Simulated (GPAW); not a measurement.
# A GW chain in GPAW: MgO2 (R-3m)

How does a plane-wave GW calculation on MgO2 (R-3m) run from the first input to the gap?

Method: LDA and many-body steps on it, plane waves, in GPAW 26.7.0.

**1. The structure**

Symmetry: R-3m, No. 166, trigonal system. Conventional cell: a = 3.210 Å, b = 3.210 Å, c = 10.482 Å, α = 90.00°, β = 90.00°, γ = 120.00°. Mg has 6 O at 2.11 Å nearest. Nearest to O lie 1 O at 1.49 Å and 3 Mg at 2.11 Å. Farther neighbours and most contacts between anions are not listed.

The cell and positions are those that the Materials Project relaxed with its own functionals (PBE, PBE+U or r2SCAN), kept fixed.

**2. Ground state**

This step: GPAW 26.7.0; DFT, LDA, plane waves, PAW.

The ground-state density comes first.

The input, run.py:

```python
import json
import numpy as np
from gpaw.mpi import world
from ase import Atoms
from gpaw import GPAW, PW, FermiDirac

atoms = Atoms(['Mg', 'O', 'O'],
    cell=[[1.6047610160, 0.9265092046, 3.4939788749],
      [-1.6047610160, 0.9265092046, 3.4939788749],
      [0.0000000000, -1.8530184092, 3.4939788749]],
    scaled_positions=[[0.0000000000, 0.0000000000, 0.0000000000],
      [0.4287860000, 0.4287860000, 0.4287860000],
      [0.5712140000, 0.5712140000, 0.5712140000]],
    pbc=(True, True, True))
calc = GPAW(mode=PW(600),
    xc='LDA',
    kpts={'size': (8, 8, 8), 'gamma': True},
    occupations=FermiDirac(0.001),
    nbands=-7,
    convergence={'density': 1e-6, 'bands': -3},
    maxiter=100,
    txt='gs.txt')
atoms.calc = calc
res = {'energy': atoms.get_potential_energy()}
kpts = calc.get_ibz_k_points()
res['kpts'] = kpts
res['eigenvalues'] = [calc.get_eigenvalues(kpt=k) for k in range(len(kpts))]
res['n_electrons'] = calc.get_number_of_electrons()
calc.write('gs.gpw')

if world.rank == 0:
    with open('result.json', 'w') as f:
        json.dump(res, f, default=lambda x: x.tolist())
```

Command:

```bash
$ mpirun -n 4 gpaw python run.py
```

What it wrote:

```text
__  _  _
 | _ |_)|_||  |
 |__||  | ||/\| - 26.7.0

Input parameters:
  mode=PW(ecut=600.0),
  convergence={'density': 1e-06, 'bands': -3},
  kpts=MonkhorstPack(size=(8, 8, 8), gamma=True),
  maxiter=100,
  nbands=-7,
  occupations=Occupations(name='fermi-dirac', width=0.001, fixmagmom=False),
  xc=XC(name='LDA')
  [... matrices ...]
Diagonalizing LCAO Hamiltonian
Converting LCAO to pw mode

       O

       O

       Mg

Atoms  # Å, Bohr magnetons
|   | symbol |         x |         y |        z |    initial magnetic moments |
| 0 |     Mg |  0.000000 |  0.000000 | 0.000000 | ( 0.0000,  0.0000,  0.0000) |
| 1 |      O | -0.000000 | -0.000000 | 4.494508 | ( 0.0000,  0.0000,  0.0000) |
| 2 |      O |  0.000000 |  0.000000 | 5.987429 | ( 0.0000,  0.0000,  0.0000) |

Unit cell  # Å
| periodic |         x |         y |        z |  lengths |    angles |
|      yes |  1.604761 |  0.926509 | 3.493979 | 3.954942 | 47.877643 |
|      yes | -1.604761 |  0.926509 | 3.493979 | 3.954942 | 47.877643 |
|      yes |  0.000000 | -1.853018 | 3.493979 | 3.954942 | 47.877643 |

Number of symmetries: 12
Symmetry operations  # r_c * U_cc + t_c -> r_c
|    | kind |            matrix            |
|  0 |  E   |  1, 0, 0,  0, 1, 0,  0, 0, 1 |
|  1 |  σ   |  1, 0, 0,  0, 0, 1,  0, 1, 0 |
|  2 |  σ   |  0, 1, 0,  1, 0, 0,  0, 0, 1 |
|  3 |  C3  |  0, 1, 0,  0, 0, 1,  1, 0, 0 |
|  4 |  C3  |  0, 0, 1,  1, 0, 0,  0, 1, 0 |
|  5 |  σ   |  0, 0, 1,  0, 1, 0,  1, 0, 0 |
|  6 |  C2  |  0, 0,-1,  0,-1, 0, -1, 0, 0 |
|  7 |  S6  |  0, 0,-1, -1, 0, 0,  0,-1, 0 |
|  8 |  S6  |  0,-1, 0,  0, 0,-1, -1, 0, 0 |
|  9 |  C2  |  0,-1, 0, -1, 0, 0,  0, 0,-1 |
| 10 |  C2  | -1, 0, 0,  0, 0,-1,  0,-1, 0 |
| 11 |  i   | -1, 0, 0,  0,-1, 0,  0, 0,-1 |

BZ-sampling:
  Number of BZ points: 512
  Number of IBZ points: 65

  Monkhorst-Pack size: [8, 8, 8]
  Monkhorst-Pack shift: [0.0625, 0.0625, 0.0625]

K-points  # in reciprocal-cell coordinates
|     |                                coordinates |     weight |
|   0 | (  0.00000000,   0.00000000,   0.00000000) | 0.00195312 |
|   1 | (  0.12500000,   0.00000000,  -0.12500000) | 0.01171875 |
|   2 | (  0.12500000,   0.00000000,   0.00000000) | 0.01171875 |
|   3 | (  0.12500000,   0.12500000,  -0.12500000) | 0.01171875 |
|   4 | (  0.12500000,   0.12500000,   0.00000000) | 0.01171875 |
|   5 | (  0.12500000,   0.12500000,   0.12500000) | 0.00390625 |
|   6 | (  0.25000000,  -0.12500000,  -0.12500000) | 0.01171875 |
|   7 | (  0.25000000,   0.00000000,  -0.25000000) | 0.01171875 |
|   8 | (  0.25000000,   0.00000000,  -0.12500000) | 0.02343750 |
|   9 | (  0.25000000,   0.00000000,   0.00000000) | 0.01171875 |
| ... |                                            |            |
|  64 | (  0.50000000,   0.50000000,   0.50000000) | 0.00195312 |

Plane wave coefficients: 1058
Cutoff: 600.0 eV

Spin-components: 1 (collinear spins)
Bands:           18
Projectors:      15
Spin-degeneracy: 2
Datatype:        complex128

  Storage: CPU
  Wave functions: 18_776_160 bytes (4_694_040 per core)
  Projectors: 22_948_640 bytes (5_737_160 per core)
  [... matrices ...]
Parallelization:
  kpt:    4
  domain: 1
  band:   1

Density:
  Valence electrons: 22.0
  Components: 1
  Grid points: [24 24 24]
  Charge: 0.0  # |e|

Potential:
  Grid points: [24 24 24]

species:
  Mg:
    name:    Magnesium
    Z:       12.0
    valence: 10
    core:    2
    charge:  0.0  # [|e|]
    compensation charges:
      type: gauss
      rc: 0.33  # [Å]
      lmax: 2
    cutoffs:
      filter: 1.86  # [Å]
      core: 0.54  # [Å]
    projectors
    | kind |    occ | energy [eV] | rcut [Å] |
    |   2s |  2.000 |     -79.291 |    1.090 |
    |   3s |  2.000 |      -4.782 |    1.090 |
    |   2p |  6.000 |     -46.725 |    1.085 |
    |   3p |  0.000 |      -1.374 |    1.085 |
    |    d |        |       0.000 |    1.037 |

    Using partial waves for Mg as LCAO basis

  O:
    name:    Oxygen
    Z:       8.0
    valence: 6
    core:    2
    charge:  0.0  # [|e|]
    compensation charges:
      type: gauss
      rc: 0.21  # [Å]
      lmax: 2
    cutoffs:
      filter: 1.17  # [Å]
      core: 0.83  # [Å]
    projectors
    | kind |    occ | energy [eV] | rcut [Å] |
    |   2s |  2.000 |     -23.752 |    0.688 |
    |   2p |  4.000 |      -9.195 |    0.598 |
    |    s |        |       3.459 |    0.688 |
    |    p |        |      18.016 |    0.598 |
    |    d |        |       0.000 |    0.619 |

    Using partial waves for O as LCAO basis

Reference energy: -9483.046153  # eV

eigensolver:
  PPCG
  Converge bands: -3
  niter=2

density mixing:
  MSR1-Mixer
  Pratt-step length: 0.05
  Maximum mixing coefficient: 0.75
  Old densities: 10
  SVD Regularization: 0.005
  Good broyden scale: 1.0
  Trust region scale: 1.0
  Backstep threshold: 4.0
  History deletion threshold: 6.0
  Fourier metric: weight=20.0, sigma=0.015

occupation numbers:
  Fermi-Dirac:
    width: 0.0010  # eV

poisson solver:
  ecut: 4800.0  # eV

xc functional:
  name: None

Initialization done in: 1.361 s

convergence criteria:
- Maximum integral of absolute [dens]ity change: 1e-06 electrons / valence electron
- Maximum [total energy] change in last 3 cyles: 0.0005 eV / valence electron
- Maximum integral of absolute [eigenst]ate change: 4e-08 eV^2 / valence electron
maximum number of iterations: 100

SCF iterations
|iter     |     time |      energy | eigst |  dens |
|iter:   1|  |  -20.033878 | +0.74 |       |
|iter:   2|  |  -19.785034 | -0.75 | -0.99 |
|iter:   3|  |  -18.734540 | -1.26 | -1.03 |
|iter:   4|  |  -18.710741 | -2.75 | -1.65 |
|iter:   5|  |  -18.708359 | -3.41 | -2.14 |
|iter:   6|  |  -18.708354c| -5.30 | -2.96 |
|iter:   7|  |  -18.708357c| -6.52 | -3.46 |
|iter:   8|  |  -18.708357c| -8.40c| -4.55 |
|iter:   9|  |  -18.708357c| -8.24c| -5.12 |
|iter:  10|  |  -18.708357c| -9.14c| -6.08c|

Converged in 10 steps
SCF loop duration: 6.230 s (0.623 s/step)
Energy contributions relative to reference atoms: (reference = -9483.046153)
  [... matrices ...]
Energy contributions:
  Kinetic:          11.618180
  Coulomb:         -10.571314
  Zero:              0.210447
  External:          0.000000
  Xc:              -19.965671
  Entropy:          -0.000000
  Spinorbit:         0.000000
  ----------------------------
  Free energy:     -18.708357
  Extrapolated:    -18.708357

dipole moment: (0.000000, -0.000000, -15.150130)  # |e|*Ang

Fermi level: 3.761
Eigenvalues  # (at kpt = [0.000, 0.000, 0.000])
| band index |      eig [eV] | occ [0-2] |
|          0 |       -69.082 |     2.000 |
|        ... |               |           |
|          3 |       -36.521 |     2.000 |
|          4 |       -17.358 |     2.000 |
|          5 |       -10.517 |     2.000 |
|          6 |        -4.060 |     2.000 |
|          7 |         0.371 |     2.000 |
|          8 |         0.371 |     2.000 |
|          9 |         2.885 |     2.000 |
|         10 |         2.885 |     2.000 |
|         11 |         8.058 |     0.000 |
|         12 |         8.399 |     0.000 |
|         13 |        15.542 |     0.000 |
|         14 |        17.334 |     0.000 |
|         15 |        18.215 |     0.000 |
|         16 |        18.215 |     0.000 |
|         17 |        19.944 |     0.000 |

Gap: 2.196 eV
Transition (v -> c):
  (s=0, k=64, n=10, [0.50, 0.50, 0.50]) -> (s=0, k=64, n=11, [0.50, 0.50, 0.50])
No difference between direct/indirect transitions
# Writing to gs.gpw (mode='')
  [... matrices ...]
```

Wall time 9.2 s (4 MPI ranks of Arm Neoverse V2, shared host); peak memory 0.69 GiB; 36 s of CPU time.

This step gave:

```
total energy               : -18.71 eV
gap                        : 2.196 eV
k of the valence top       : 0.5, 0.5, 0.5
k of the conduction bottom : 0.5, 0.5, 0.5
least direct gap           : 2.196 eV
```

The gap is direct, at (0.500, 0.500, 0.500).

**3. Bands along the symmetry lines**

Levels along a band path, at the cheap level, show where the edges lie and whether the meshes to come will hold them.

The input, run.py:

```python
import json
import numpy as np
from gpaw.mpi import world
from gpaw import GPAW

path = [[0.000000, 0.000000, 0.000000],
    [0.062500, 0.062500, 0.062500],
    [0.125000, 0.125000, 0.125000],
    [0.187500, 0.187500, 0.187500],
    [0.250000, 0.250000, 0.250000],
    [0.312500, 0.312500, 0.312500],
    [0.375000, 0.375000, 0.375000],
    [0.437500, 0.437500, 0.437500],
    [0.500000, 0.500000, 0.500000],
    [0.535807, 0.464193, 0.500000],
    [0.571614, 0.428386, 0.500000],
    [0.607421, 0.392579, 0.500000],
    [0.643228, 0.356772, 0.500000],
    [0.679035, 0.320965, 0.500000],
    [0.714842, 0.285158, 0.500000],
    [0.750649, 0.249351, 0.500000],
    [0.786455, 0.213545, 0.500000],
    [0.500000, -0.213545, 0.213545],
    [0.500000, -0.186851, 0.186851],
    [0.500000, -0.160158, 0.160158],
    [0.500000, -0.133465, 0.133465],
    [0.500000, -0.106772, 0.106772],
    [0.500000, -0.080079, 0.080079],
    [0.500000, -0.053386, 0.053386],
    [0.500000, -0.026693, 0.026693],
    [0.500000, 0.000000, 0.000000],
    [0.437500, 0.000000, 0.000000],
    [0.375000, 0.000000, 0.000000],
    [0.312500, 0.000000, 0.000000],
    [0.250000, 0.000000, 0.000000],
    [0.187500, 0.000000, 0.000000],
    [0.125000, 0.000000, 0.000000],
    [0.062500, 0.000000, 0.000000],
    [0.000000, 0.000000, 0.000000],
    [0.044597, -0.044597, 0.000000],
    [0.089193, -0.089193, 0.000000],
    [0.133790, -0.133790, 0.000000],
    [0.178386, -0.178386, 0.000000],
    [0.222983, -0.222983, 0.000000],
    [0.267579, -0.267579, 0.000000],
    [0.312176, -0.312176, 0.000000],
    [0.356772, -0.356772, -0.000000],
    [0.643228, 0.000000, 0.356772],
    [0.625324, 0.000000, 0.374676],
    [0.607421, 0.000000, 0.392579],
    [0.589517, 0.000000, 0.410483],
    [0.571614, 0.000000, 0.428386],
    [0.553710, 0.000000, 0.446290],
    [0.535807, 0.000000, 0.464193],
    [0.517903, 0.000000, 0.482097],
    [0.500000, 0.000000, 0.500000],
    [0.437500, 0.000000, 0.437500],
    [0.375000, 0.000000, 0.375000],
    [0.312500, 0.000000, 0.312500],
    [0.250000, 0.000000, 0.250000],
    [0.187500, 0.000000, 0.187500],
    [0.125000, 0.000000, 0.125000],
    [0.062500, 0.000000, 0.062500],
    [0.000000, 0.000000, 0.000000]]
calc = GPAW('gs.gpw').fixed_density(kpts=path,
    symmetry='off',
    nbands=21,
    convergence={'bands': 17},
    txt='bands.txt')
res = {}
kpts = calc.get_ibz_k_points()
res['kpts'] = kpts
res['eigenvalues'] = [calc.get_eigenvalues(kpt=k) for k in range(len(kpts))]
res['n_electrons'] = calc.get_number_of_electrons()

if world.rank == 0:
    with open('result.json', 'w') as f:
        json.dump(res, f, default=lambda x: x.tolist())
```

Command:

```bash
$ mpirun -n 4 gpaw python run.py
```

What it wrote:

```text
Diagonalizing LCAO Hamiltonian
Converting LCAO to pw mode
convergence criteria:
- Maximum integral of absolute [eigenst]ate change: 4e-08 eV^2 / valence electron
maximum number of iterations: 100

SCF iterations
|iter     |     time |      energy | eigst |  dens |
|iter:   1|  |             | +1.88 |       |
|iter:   2|  |             | +0.30 |       |
|iter:   3|  |             | -0.81 |       |
|iter:   4|  |             | -2.81 |       |
|iter:   5|  |             | -4.27 |       |
|iter:   6|  |             | -6.04 |       |
|iter:   7|  |             | -7.13 |       |
|iter:   8|  |             | -8.26c|       |
SCF steps: 8
  __  _  _
 | _ |_)|_||  |
 |__||  | ||/\| - 26.7.0

Input parameters:
  mode=PW(ecut=600.0),
  convergence={'bands': 17},
  gpts=array([24, 24, 24]),
  kpts=KPoints(kpts=array([[ 0.      ,  0.      ,  0.      ],
         [ 0.0625  ,  0.0625  ,  0.0625  ],
         [ 0.125   ,  0.125   ,  0.125   ],
         [ 0.1875  ,  0.1875  ,  0.1875  ],
[...]
[ 0.535807,  0.464193,  0.5     ],
         [ 0.571614,  0.428386,  0.5     ],
         [ 0.607421,  0.392579,  0.5     ],
[...]
[ 0.5     , -0.213545,  0.213545],
         [ 0.5     , -0.186851,  0.186851],
         [ 0.5     , -0.160158,  0.160158],
[...]
[ 0.5     , -0.053386,  0.053386],
         [ 0.5     , -0.026693,  0.026693],
[...]
[ 0.312176, -0.312176,  0.      ],
         [ 0.356772, -0.356772, -0.      ],
         [ 0.643228,  0.      ,  0.356772],
         [ 0.625324,  0.      ,  0.374676],
         [ 0.607421,  0.      ,  0.392579],
         [ 0.589517,  0.      ,  0.410483],
         [ 0.571614,  0.      ,  0.428386],
[...]
[ 0.535807,  0.      ,  0.464193],
         [ 0.517903,  0.      ,  0.482097],
[...]
[ 0.125   ,  0.      ,  0.125   ],
         [ 0.0625  ,  0.      ,  0.0625  ],
         [ 0.      ,  0.      ,  0.      ]])),
  maxiter=100,
  nbands=21,
  occupations=Occupations(name='fermi-dirac', width=0.001, fixmagmom=False),
  parallel={},
  symmetry=Symmetry(point_group=False, time_reversal=False),
  xc=XC(name='LDA')
```

It took 7.6 s on 4 MPI ranks; peak memory 0.72 GiB.

Numbers from this step:

```yaml
gap: 2.196 eV
k_of_the_valence_top: 0.5, 0.5, 0.5
k_of_the_conduction_bottom: 0.5, 0.5, 0.5
least_direct_gap: 2.196 eV
```

The gap is 2.196 eV, as in the run before at this level.

Electronic bands along the path, in eV, zero at the top of the highest filled band:

```csv
point,band 8,band 9,band 10,band 11,band 12,band 13,band 14,band 15
Γ,-3.32,-3.32,-0.81,-0.81,4.37,4.71,11.85,13.64
halfway,-3.62,-3.62,-0.38,-0.38,3.01,5.47,9.34,13.97
T,-3.84,-3.84,0.00,0.00,2.20,4.72,9.16,13.89
halfway,-4.47,-4.15,-1.23,-0.20,2.94,6.69,9.95,11.22
H2,-5.11,-4.71,-2.09,-0.69,3.72,9.55,9.82,12.28
jump to H0,-5.11,-4.71,-2.09,-0.69,3.72,9.55,9.82,12.28
halfway,-5.82,-4.17,-1.70,-1.01,4.00,9.46,9.80,12.70
L,-6.10,-3.67,-1.28,-1.13,4.05,8.36,9.95,12.28
halfway,-4.71,-3.50,-1.09,-1.05,4.44,6.41,11.47,12.10
Γ,-3.32,-3.32,-0.81,-0.81,4.37,4.71,11.85,13.64
halfway,-4.74,-3.86,-1.42,-1.08,4.51,7.09,11.09,13.44
S0,-5.10,-5.00,-1.84,-0.89,3.81,9.30,10.44,12.21
jump to S2,-5.10,-5.00,-1.84,-0.89,3.81,9.30,10.44,12.21
halfway,-5.30,-4.66,-2.08,-0.37,3.53,8.17,10.64,12.13
F,-5.42,-4.35,-2.19,-0.13,3.41,7.53,10.74,12.11
halfway,-4.40,-3.90,-1.57,-0.42,3.96,6.69,10.89,11.50
Γ,-3.32,-3.32,-0.81,-0.81,4.37,4.71,11.85,13.64
```

The electronic bands as a text plot (rows in eV, shown from -8.0 to 8.2 only; labels by their first letter):

```
    7.9 |                       ++            +      +++++
    7.2 |            +            +          +            +
    6.5 |           +              +                       ++
    5.8 |          +                +      ++                +
    5.2 |++++++ +++                  +    +                   ++
    4.5 |      +                 ++++++++++++++++             +++
    3.8 |++            ++++++++++                +++++   +++++
    3.1 |  ++       +++                               +++
    2.5 |    +++++++
    1.8 |
    1.1 |
    0.4 |
   -0.2 |  *************                            **********
   -0.9 |**        **   ***********************  ***          ***
   -1.6 |            **    ******          *********      ****
   -2.3 |              ****                         ******
   -2.9 |
   -3.6 |**********          *****************             ******
   -4.3 |         *****   ***       *      ** ***    *********
   -5.0 |      ****   ****        **         ********   ***
   -5.6 |    **    ***   ****   **                   ***
   -6.3 |   *         ****** ***                  ********
   -7.0 |  *                *******           ****        ****
   -7.7 |**                        ***********                ***
         Γ     T       H|H     L        Γ        S|S   F        Γ
```

**4. Empty states on the mesh, 4×4×4 mesh, 210 bands**

The sums over transitions need many empty states on a uniform mesh; this step solves for them.

The input, run.py:

```python
import json
import numpy as np
from gpaw.mpi import world
from gpaw import GPAW

calc = GPAW('gs.gpw').fixed_density(kpts={'size': (4, 4, 4), 'gamma': True},
    parallel={'domain': 1, 'band': 1},
    txt='nscf.txt')
calc.diagonalize_full_hamiltonian(nbands=210)
calc.write('full.gpw', mode='all')
res = {}
kpts = calc.get_ibz_k_points()
res['kpts'] = kpts
res['eigenvalues'] = [calc.get_eigenvalues(kpt=k) for k in range(len(kpts))]
res['n_electrons'] = calc.get_number_of_electrons()

if world.rank == 0:
    with open('result.json', 'w') as f:
        json.dump(res, f, default=lambda x: x.tolist())
```

Command:

```bash
$ mpirun -n 4 gpaw python run.py
```

What it wrote:

```text
Diagonalizing LCAO Hamiltonian
Converting LCAO to pw mode
convergence criteria:
- Maximum integral of absolute [eigenst]ate change: 4e-08 eV^2 / valence electron
maximum number of iterations: 100

SCF iterations
|iter     |     time |      energy | eigst |  dens |
|iter:   1|  |             | +0.83 |       |
|iter:   2|  |             | -0.64 |       |
|iter:   3|  |             | -1.93 |       |
|iter:   4|  |             | -3.44 |       |
|iter:   5|  |             | -4.58 |       |
|iter:   6|  |             | -6.08 |       |
|iter:   7|  |             | -7.09 |       |
|iter:   8|  |             | -7.74c|       |
SCF steps: 8
  __  _  _
 | _ |_)|_||  |
 |__||  | ||/\| - 26.7.0

Input parameters:
  mode=PW(ecut=600.0),
  convergence={'density': 1e-06, 'bands': -3},
  gpts=array([24, 24, 24]),
  kpts=MonkhorstPack(size=(4, 4, 4), gamma=True),
  maxiter=100,
  nbands=18,
  occupations=Occupations(name='fermi-dirac', width=0.001, fixmagmom=False),
  parallel={'domain': 1, 'band': 1},
  xc=XC(name='LDA')
Matrix size: 1048x1048
# Writing to full.gpw (mode='all')
  [... matrices ...]

timing:  # [seconds]
  Total: 5.849  # ━━━━━━━━━━━━━━━━━━━━━━━━━━━━━━━━━━━━━━━━━━━━━━━━━━━━━━━━━━━
```

The job ended after 9.5 s (4 MPI ranks; peak memory 1 GiB; 37 s of CPU time).

This step gave:

```
gap                                                           : 2.196 eV
k of the valence top                                          : 0.5, 0.5, 0.5
k of the conduction bottom                                    : 0.5, 0.5, 0.5
least direct gap                                              : 2.196 eV
k points computed                                             : 13
lowest point of the top converged band, above the valence top : 188.0061 eV
```

On this mesh the gap is 2.196 eV.

(Continued in part 2 of 2.)

[Paths, hosts, dates, memory and timing lines, banners, echoed tables and standing remarks are left out of the program output.]

[Logs are printed without paths, hosts, clocks, repeated set-up lines and the standing remarks that a program may print on its own settings, such as how far it seeks lower states.]

[Runs of the session that timed out or met a known fault of the program may be left out.]

[Hosts, paths, dates, database ids (printed as entryN), source tags and the programs' standing remarks are cut or masked in the printed files.]
